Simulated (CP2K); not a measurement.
Consider hydroxycyclopropane at its PBE geometry (Å).

```xyz
10

O     1.2735   -0.9769   -0.6759
C     0.3913   -0.4378    0.2959
C    -1.0284   -0.2564   -0.1426
C    -0.1509    0.9608    0.1140
H     2.1516   -0.5867   -0.5233
H     0.5698   -0.7892    1.3163
H    -1.8243   -0.4930    0.5613
H    -1.2408   -0.4967   -1.1830
H     0.1932    1.5083   -0.7622
H    -0.3351    1.5677    0.9995
```

Method: CP2K XAS_TDP, all-electron GAPW, PBEh(45%), aug-cc-pVDZ, TDA, GW2X-corrected core level, no relativity.

Question: Predict the bright core excitations at the C K edge.

Leading lines: C2 291.09 eV and C3 290.06 eV. The leading line of an atom is its first one with 35 % of the strongest within 2.5 eV of its lowest line over the strength cut. Core ionisation energies at this level: C2 293.34 and C3 291.90 eV.

The first six lines of each atom with a strength over 0.0015:

```csv
atom,energy (eV),states,"strength, one atom",above the computed threshold
"C2 (bonded to 2 C, O and H)",291.09,1,0.0186,
,291.91,1,0.0077,
,292.19,1,0.0095,
,292.49,1,0.0086,
,292.54,1,0.0229,
,292.75,1,0.0125,
C3 (bonded to 2 C and 2 H),290.06,1,0.0081,
,290.44,1,0.0105,
,290.60,1,0.0116,
,291.00,1,0.0032,
,291.30,1,0.0119,
,291.54,1,0.0170,
```

Lines are vertical, at one geometry, with no vibrational structure. GW2X ionisation energies and lines can be off by 1 to 2 eV either way, and a good line position may hide errors that cancel. Atoms with the same bonds but other surroundings in this conformer are left out. These values hold no scalar relativity, about 0.1 eV for C 1s. Rydberg lines, and the discretised continuum above threshold, depend on the basis and the box.

[Banner, clock and machine lines of the logs are left out without a mark of their own.]

[Logs are printed without paths, hosts, clocks, repeated set-up lines and the standing remarks that a program may print on its own settings, such as how far it seeks lower states.]

[Hosts, paths, dates, database ids (printed as entryN), source tags and the programs' standing remarks are cut or masked in the printed files.]
